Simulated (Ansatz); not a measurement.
# How fast states decay through CsNa2MoO3F3, part 2 of 3

Wanted: the relaxed cell of CsNa2MoO3F3, its band edges and its decay constants. It is built by putting Cs for part of the Na in the Na3MoO3F3 structure of space group R3, with the volume rescaled by atomic radii. The parent structure comes from the Materials Project.

Ansatz 0.2.0; PBEsol DFT, plane waves, PAW files (the session's first sound run).

So far. Step 2 (Relaxing the new crystal): The largest force component on a free atom ends at 0.0098 eV/Å.

The structure was built from a prototype and need not be the compound's stable phase.

### 3. Band edges

The energy window and the wavevectors of the next steps follow from the band edges, so these are searched first, off the mesh as well.

input.yaml

```yaml
crystal:
  lattice:
    - [2.9725087948, 1.7161787528, 5.1806157951]
    - [-2.9725087948, 1.7161787528, 5.1806157951]
    - [0.0, -3.4323575057, 5.1806157951]
  atoms:
    - { symbol: Cs, position: [0.7443723134, 0.7443723134, 0.7443723134] }
    - { symbol: Na, position: [0.4908849601, 0.4908849601, 0.4908849601] }
    - { symbol: Na, position: [0.2811741683, 0.2811741683, 0.2811741683] }
    - { symbol: Mo, position: [0.9977974314, 0.9977974314, 0.9977974314] }
    - { symbol: O, position: [0.7399593891, 0.1885764627, 0.2137786603] }
    - { symbol: O, position: [0.2137786603, 0.7399593891, 0.1885764627] }
    - { symbol: O, position: [0.1885764627, 0.2137786603, 0.7399593891] }
    - { symbol: F, position: [0.2013263713, 0.7978922926, 0.7184386008] }
    - { symbol: F, position: [0.7978922926, 0.7184386008, 0.2013263713] }
    - { symbol: F, position: [0.7184386008, 0.2013263713, 0.7978922926] }
kpoints:
  mp_grid: { grid: [6, 6, 6] }
  band_path: { path: [VBM, CBM], npoints: 30 }
scf:
  occupations: { method: fixed }
hamiltonian:
  xc: pbesol
output:
  eigenvalues: true
  write_potential: true
  write_density: true
  volumetric_format: npy
  elf: true
```

The run is started by

```console
$ ansatz run input.yaml --threads 2 --pin off --max-ram 4096MiB --backend cpu --events-out ev --progress --plain --runs-dir out
```

Numbers of over 12 decimals in the logs are rounded to 6 here.

Output:

```text
[...]
Crystal: 10 atoms, lattice volume = 158.569 Å³
Basis set: ecut = 420 eV, 3083 PW (Γ)
Bands: 50, of which v1, the nominal top of the filled ones, is band 40 counted from 1 (39 counted from 0)
Symmetry: 3 space group operations
[...]
k-points: 40 of 216 (time reversal used)
[...]
SCF iter   1: F=—  HF=-17527.122467 eV  |F-HF|=—  |Δ(HF+E_count)|=         —  Δρ=1.36e-2  dr2=2.45e-1  ethr=1.77e-3  ⟨swp⟩=5.0  Hψ=6757  notcnv=0  defer=299
[...]
SCF iter   8: F=-17527.069732 eV  HF=-17527.069732 eV  |F-HF|=1.78e-8  |Δ(HF+E_count)|=   2.13e-8  Δρ=3.69e-6  dr2=1.98e-8  ethr=1.25e-10  ⟨swp⟩=10.3  Hψ=6945  notcnv=0
SCF 1 converged in 8 iterations: F = -17527.069732 eV  dr2 = 1.98e-8
[...]
NSCF: frozen V_eff on 40 k-points
[...]
SCF converged after 8 iterations
Free energy (F): -17527.069732 eV
[...]
Internal energy: -17527.069732 eV  (E = F + TS)
E sigma→0 (E₀):  -17527.069732 eV
Fermi energy:    3.422307 eV
[...]
--- Band table (eV; the first three rows and the last of 40) ---
  k-point 0: bands = [... 36 lower, 2.2901, 3.3459, 3.3459, 3.4223, 7.3563, 7.6981, 7.6981, 9.0050, ... 6 higher]
  k-point 1: bands = [... 36 lower, 2.3180, 3.2833, 3.2927, 3.3888, 7.3935, 7.6654, 7.7479, 9.2742, ... 6 higher]
  k-point 2: bands = [... 36 lower, 2.3999, 3.1528, 3.1973, 3.3249, 7.4412, 7.6326, 7.8426, 9.9321, ... 6 higher]
  k-point 39: bands = [... 36 lower, 2.1928, 3.3307, 3.3307, 3.3879, 7.1642, 7.7459, 7.7459, 10.5463, ... 6 higher]
```

Elapsed: 21 s, on 2 threads of Intel Xeon 6975P-C (Granite Rapids), shared host; peak memory 0.66 GiB.

The column dr2 measures how far the density is from self-consistency, as an energy; F and HF (Harris–Foulkes) agree once it is small.

This step gave:

```
free energy         : -17527.0697 eV
Fermi energy        : 3.422 eV
gap on the k-mesh   : 3.742 eV
gap on path         : 3.742 eV, by band count; negative where bands overlap
direct gap on path  : 3.776 eV
edge places on path : 0, 0.6064 1/A along the path
```

The electronic bands at the labelled points (eV, zero at the Fermi level (highest filled level under fixed occupations); v1 is the highest filled band, c1 the lowest empty one):

```csv
point,v4,v3,v2,v1,c1,c2,c3,c4
VBM,-1.13,-0.08,-0.08,0.00,3.93,4.28,4.28,5.58
halfway,-1.23,-0.10,-0.08,-0.02,3.83,4.30,4.30,6.22
CBM,-1.23,-0.09,-0.09,-0.03,3.74,4.32,4.32,7.12
```

Valence density in the ac plane of the conventional cell at fractional y = 0.000, with atoms of Cs and Na and Mo and O and F within 0.2 Å of it. It is the smooth field of the valence electrons, not physical close to the nuclei.

Ten steps, logarithmic in the rise over the least value, from '_' (0 e/Å³) to '@' (15 e/Å³), each cell a mean:
```
##**====--::..______..::----++##
--::------::..______..::::::::::
______....______________________
________________________________
____________..--====::__________
++::________::**%%%%++::____..==
@@##::______..==**++--..__..++@@
##==..________........______::**
____..::::::....____........____
____..::::::....____........____
++::________________________..==
@@##::____________________..++@@
##==..______________........--**
________..________..----::..____
__________________..::::..______
....________..::::::..______....
==--::....::++####++::__..::--==
::====::..::++####++::....--==--
--==--::____..::::..____..--====
--::..____________________..::::
____....____________..::::::..__
......::..________..::==++==::..
++==::....__________..--------==
%%##==::..____________....--**##
```
Columns run along a (5.9 Å), rows up along c (15.5 Å), edges of the conventional cell, whose origin can differ from the input's. Atoms in or near the plane, at fractional coordinates: Cs at (0.00, 0.26), Na at (0.00, 0.51), Na at (0.00, 0.72), Mo at (0.00, 0.00), O at (0.50, 0.29), F at (0.52, 0.76).

ELF in the ac plane of the conventional cell at fractional y = 0.000, with atoms of Cs and Na and Mo and O and F within 0.2 Å of it. It is the smooth field of the valence electrons, not physical close to the nuclei.

Ten even steps from '0' (0.00) to '9' (0.86), each cell a mean:
```
7646862000256457
2258851000157522
0134310000012210
0000000011000000
0000014787630000
5410027988961024
4630014788630155
5411321121111025
0036763000256300
0036752000246410
4201210000011013
4620000000000055
5410110002553125
0002430015887400
0001110002465200
6420014653100135
9983158888611799
1697159889514982
5897115775104996
7641000100001357
0012210001466410
0124430004799840
4312210001466434
6842210000011267
```
Columns run along a (5.9 Å), rows up along c (15.5 Å), edges of the conventional cell, whose origin can differ from the input's. Atoms in or near the plane, at fractional coordinates: Cs at (0.00, 0.26), Na at (0.00, 0.51), Na at (0.00, 0.72), Mo at (0.00, 0.00), O at (0.50, 0.29), F at (0.52, 0.76).

Electrostatic potential energy in the ac plane of the conventional cell at fractional y = 0.000, with atoms of Cs and Na and Mo and O and F within 0.2 Å of it. With pseudopotentials it is smooth inside the atoms' cores, unlike the true potential.

Ten even steps from '0' (-43 eV) to '9' (10 eV), each cell a mean:
```
0158999999999720
6789999999999987
9999999999999999
9999999999999999
9999999978999999
6789999511699986
0279999856999850
4689999999999974
9999999999999999
9999999999999999
6899999999999987
0289999999999850
3689999999999974
9999999999999999
9999999999999999
8999999999999999
5579996226999865
5458996226998645
4468999999999754
7889999999999987
9999999999999999
9999999999975899
3579999999998864
0048999999999610
```
Columns run along a (5.9 Å; values clipped at the 3rd and 97th percentile), rows up along c (15.5 Å), edges of the conventional cell, whose origin can differ from the input's. Atoms in or near the plane, at fractional coordinates: Cs at (0.00, 0.26), Na at (0.00, 0.51), Na at (0.00, 0.72), Mo at (0.00, 0.00), O at (0.50, 0.29), F at (0.52, 0.76).

The searched edges give 3.74 eV, as on the mesh.

### 4. Complex bands, plane (001)

This step: PBEsol DFT, plane waves, PAW files; complex bands by layer matching along the plane's normal (Ansatz 0.2.0).

The same crystal is laid in a cell whose first two vectors span the (001) plane (indices of the standard conventional cell, whose axes can be ordered otherwise than in the bulk input). At fixed energy and wavevector in the plane the solver finds all kz, real and complex. A few wavevectors are listed, (0, 0) and (0.5, 0) in units of the plane's reciprocal vectors; the slowest state needn't be among them.

input.yaml

```yaml
crystal:
  lattice:
    - [5.94501759, 0.0, 0.0]
    - [2.972508795, 5.148536259, 0.0]
    - [2.972508795, -1.716178753, 5.180615795]
  atoms:
    - { symbol: Cs, position: [0.4887446268, 0.2556276866, 0.7668830598] }
    - { symbol: Na, position: [0.9817699202, 0.5091150399, 0.5273451197] }
    - { symbol: Na, position: [0.5623483366, 0.7188258317, 0.1564774951] }
    - { symbol: Mo, position: [0.9955948628, 0.0022025686, 0.0066077058] }
    - { symbol: O, position: [0.9285358518, 0.8114235373, 0.8576854879] }
    - { symbol: O, position: [0.9537380494, 0.2600406109, 0.8576854879] }
    - { symbol: O, position: [0.402355123, 0.7862213397, 0.8576854879] }
    - { symbol: F, position: [0.9992186639, 0.2021077074, 0.2823427353] }
    - { symbol: F, position: [0.5163308934, 0.2815613992, 0.2823427353] }
    - { symbol: F, position: [0.9197649721, 0.7986736287, 0.2823427353] }
kpoints:
  mp_grid: { grid: [6, 6, 6] }
scf:
  occupations: { method: fixed }
hamiltonian:
  xc: pbesol
output:
  eigenvalues: true
  transmission:
    leads: [[0, 0]]
    kpoints: [[0.0, 0.0], [0.5, 0.0]]
    e_range: [-1.0, 4.74]
    de: 0.14
```

Output:

```text
[...]
Crystal: 10 atoms, lattice volume = 158.569 Å³
Basis set: ecut = 420 eV, 3083 PW (Γ)
Bands: 50, of which v1, the nominal top of the filled ones, is band 40 counted from 1 (39 counted from 0)
Symmetry: 3 space group operations
[...]
k-points: 40 of 216 (time reversal used)
[...]
SCF iter   1: F=—  HF=-17527.122421 eV  |F-HF|=—  |Δ(HF+E_count)|=         —  Δρ=1.36e-2  dr2=2.45e-1  ethr=1.77e-3  ⟨swp⟩=5.0  Hψ=6754  notcnv=0  defer=301
[...]
SCF iter   8: F=-17527.069732 eV  HF=-17527.069732 eV  |F-HF|=1.76e-8  |Δ(HF+E_count)|=   2.28e-8  Δρ=3.67e-6  dr2=1.95e-8  ethr=1.25e-10  ⟨swp⟩=10.2  Hψ=6925  notcnv=0
SCF 1 converged in 8 iterations: F = -17527.069732 eV  dr2 = 1.95e-8
[...]
transmission: 8 of 16 steps passed
transmission: 16 of 16 steps passed
SCF converged after 8 iterations
Free energy (F): -17527.069732 eV
[...]
Internal energy: -17527.069732 eV  (E = F + TS)
E sigma→0 (E₀):  -17527.069732 eV
Fermi energy:    3.422303 eV
[...]
--- Band table (eV; the first three rows and the last of 40) ---
  k-point 0: bands = [... 36 lower, 2.2901, 3.3459, 3.3459, 3.4223, 7.3563, 7.6981, 7.6981, 9.0050, ... 6 higher]
  k-point 1: bands = [... 36 lower, 2.1921, 3.3275, 3.3498, 3.4137, 7.2981, 7.7068, 7.7137, 9.3100, ... 6 higher]
  k-point 2: bands = [... 36 lower, 2.1952, 3.3212, 3.3414, 3.3965, 7.2043, 7.7307, 7.7375, 10.0174, ... 6 higher]
  k-point 39: bands = [... 36 lower, 2.4547, 3.0404, 3.1405, 3.2728, 7.5517, 7.7110, 7.7598, 10.4128, ... 6 higher]
--- Transmission ---
  basis      : 265 plane waves across, 8 finite elements along
  points     : 2, as listed
  energies   : 42 from -1.000000 to 4.740000 eV about the Fermi level, 0.140000 eV apart; the leads are filled to 1.870955 eV, and channels, transmission and decay are at 1.940000 eV
  crystal 0  : Na2Cs1O3Mo1F3, at the sites [0, 0], period 5.1806 Å: whole cells are its period
    offset         : up to 0.0000 Å between an atom of the period and one for which it stands
    channels       : 0.000000e0 a spin
    conductance    : none, the energies end too early or step too widely for 300 K: set another output.transmission.e_range or a lower de, or, where they end at an eighth of basis.ecutwfc, a higher one
    slowest decay  : 0.4951 /Å at (0.0000, 0.0000)
```

Run time: 40 s. Hardware: 2 threads; peak memory 0.9 GiB; 62 s of CPU time.

Numbers from this step:

* level to which the leads are filled: 1.871 eV from the Fermi level
* decay constant at the filling level, zone centre: 0.4951 Å⁻¹
* decay constant at the filling level, slowest listed point: 0.4951 Å⁻¹

K parallel (0, 0); values up to 1.5 1/Å, a degenerate pair printed once or twice; energies at which all values exceed this have no row. The Im kz of the slowest decaying states by energy, zero at the highest filled level on the SCF mesh:

```csv
energy (eV),decay 1 (Å⁻¹),decay 2 (Å⁻¹),decay 3 (Å⁻¹),decay 4 (Å⁻¹)
-1.00,0.171,0.348,0.363,0.585
-0.58,0.314,0.439,0.490,0.670
-0.16,0.332,0.385,0.491,0.511
-0.02,0.344,0.405,0.564,0.838
0.26,0.425,0.545,0.765,0.786
0.68,0.456,0.652,0.877,0.889
1.10,0.476,0.710,0.927,0.943
1.52,0.489,0.742,0.845,0.979
1.80,0.494,0.752,0.826,0.997
2.22,0.496,0.758,0.809,1.00
2.64,0.495,0.754,0.794,0.801
3.06,0.491,0.659,0.739,0.777
3.48,0.450,0.491,0.706,0.753
3.90,0.517,0.627,0.716,0.896
4.32,0.296,0.582,0.694,0.881
4.74,0.282,0.630,0.687,0.715
```

K parallel (0.5, 0); values up to 1.5 1/Å, a degenerate pair printed once or twice; energies at which all values exceed this have no row. Table of Im kz of the slowest decaying states by energy, zero at the highest filled level on the SCF mesh:

```csv
energy (eV),decay 1 (Å⁻¹),decay 2 (Å⁻¹),decay 3 (Å⁻¹),decay 4 (Å⁻¹)
-1.00,0.155,0.310,0.375,0.443
-0.58,0.245,0.382,0.475,0.533
-0.16,0.364,0.396,0.650,0.729
-0.02,0.399,0.410,0.521,0.581
0.26,0.488,0.586,0.661,0.710
0.68,0.541,0.677,0.765,0.832
1.10,0.573,0.719,0.832,0.873
1.52,0.595,0.746,0.879,0.895
1.80,0.605,0.758,0.893,0.894
2.22,0.614,0.772,0.857,0.882
2.64,0.616,0.785,0.813,0.854
3.06,0.610,0.778,0.804,0.823
3.48,0.589,0.719,0.743,0.820
3.90,0.535,0.535,0.695,0.789
4.32,0.519,0.574,0.596,0.772
4.74,0.670,0.673,0.673,0.733
```

At the listed wavevectors the last open channel is at -0.02 eV and the next at +3.76 eV on the grid. At +1.94 eV, the grid energy nearest the filling level (the middle of the gap on the SCF mesh), the slowest state at the listed wavevectors decays with κ = 0.495 Å⁻¹, its amplitude falling by e over 2.0 Å. Through 1 nm of this crystal that state's transmission falls by exp(−2 × 0.495 Å⁻¹ × 10 Å) = 5.0e-5.

### 5. Decay over the two-dimensional zone

The listed points could miss the slowest state, so one energy near mid-gap is solved on a mesh of 8×8.

Edit input.yaml of step 4 so:

```diff
@@ -24,6 +24,2 @@
   eigenvalues: true
-  transmission:
-    leads: [[0, 0]]
-    kpoints: [[0.0, 0.0], [0.5, 0.0]]
-    e_range: [-1.0, 4.74]
-    de: 0.14
+  transmission: { leads: [[0, 0]], kmesh: [8, 8], e_range: [1.87, 1.88], de: 0.05 }
```

Output:

```text
[...]
Crystal: 10 atoms, lattice volume = 158.569 Å³
Basis set: ecut = 420 eV, 3083 PW (Γ)
Bands: 50, of which v1, the nominal top of the filled ones, is band 40 counted from 1 (39 counted from 0)
Symmetry: 3 space group operations
[...]
k-points: 40 of 216 (time reversal used)
[...]
SCF iter   1: F=—  HF=-17527.122421 eV  |F-HF|=—  |Δ(HF+E_count)|=         —  Δρ=1.36e-2  dr2=2.45e-1  ethr=1.77e-3  ⟨swp⟩=5.0  Hψ=6754  notcnv=0  defer=301
[...]
SCF iter   8: F=-17527.069732 eV  HF=-17527.069732 eV  |F-HF|=1.76e-8  |Δ(HF+E_count)|=   2.28e-8  Δρ=3.67e-6  dr2=1.95e-8  ethr=1.25e-10  ⟨swp⟩=10.2  Hψ=6925  notcnv=0
SCF 1 converged in 8 iterations: F = -17527.069732 eV  dr2 = 1.95e-8
[...]
transmission: 24 of 96 steps passed
transmission: 48 of 96 steps passed
transmission: 72 of 96 steps passed
transmission: 96 of 96 steps passed
SCF converged after 8 iterations
Free energy (F): -17527.069732 eV
[...]
Internal energy: -17527.069732 eV  (E = F + TS)
E sigma→0 (E₀):  -17527.069732 eV
Fermi energy:    3.422303 eV
[...]
--- Band table (eV; the first three rows and the last of 40) ---
  k-point 0: bands = [... 36 lower, 2.2901, 3.3459, 3.3459, 3.4223, 7.3563, 7.6981, 7.6981, 9.0050, ... 6 higher]
  k-point 1: bands = [... 36 lower, 2.1921, 3.3275, 3.3498, 3.4137, 7.2981, 7.7068, 7.7137, 9.3100, ... 6 higher]
  k-point 2: bands = [... 36 lower, 2.1952, 3.3212, 3.3414, 3.3965, 7.2043, 7.7307, 7.7375, 10.0174, ... 6 higher]
  k-point 39: bands = [... 36 lower, 2.4547, 3.0404, 3.1405, 3.2728, 7.5517, 7.7110, 7.7598, 10.4128, ... 6 higher]
--- Transmission ---
  basis      : 265 plane waves across, 8 finite elements along
  points     : 12, standing for a mesh of 8 x 8
  energies   : 1 from 1.870000 to 1.870000 eV about the Fermi level; the leads are filled to 1.870955 eV, and channels, transmission and decay are at 1.870000 eV
[...]
channels       : 0.000000e0 a spin
    conductance    : none, crystal 0 has no channel at the energies, or these end too early or step too widely for 300 K: set another output.transmission.e_range or a lower de, or, where they end at an eighth of basis.ecutwfc, a higher one
    slowest decay  : 0.4944 /Å at (0.0000, 0.0000)
```

Elapsed: 21 s, on 2 threads; peak memory 1 GiB.

This step gave:

```
least decay constant on the mesh : 0.4944 Å⁻¹
```

Slowest decay constant (1/Å; 0 where a channel is open) over k1 and k2. At 1.8700 eV from the Fermi level.

Values, 8 rows by 8 columns:
```
0.642 0.725 0.725 0.634 0.602 0.637 0.620 0.602
0.723 0.725 0.723 0.620 0.574 0.562 0.574 0.637
0.634 0.642 0.637 0.562 0.516 0.516 0.562 0.620
0.607 0.602 0.574 0.516 0.494 0.516 0.574 0.602
0.634 0.620 0.562 0.516 0.516 0.562 0.637 0.642
0.723 0.637 0.574 0.562 0.574 0.620 0.723 0.725
0.642 0.602 0.620 0.637 0.602 0.634 0.725 0.725
0.607 0.634 0.723 0.642 0.607 0.642 0.723 0.634
```
Columns: k1 (b1) from -0.5 to 0.375; rows upwards: k2 (b2) from -0.5 to 0.375.

The least value on the mesh is 0.494 Å⁻¹ at +1.87 eV. At that energy the listed points give about 0.494 Å⁻¹ by interpolation, so the mesh holds no clearly slower state.

(Part 2 of 3 ends here.)

[Logs are printed without paths, hosts, clocks, repeated set-up lines and the standing remarks that a program may print on its own settings, such as how far it seeks lower states.]

[Hosts, paths, dates, database ids (printed as entryN), source tags and the programs' standing remarks are cut or masked in the printed files.]
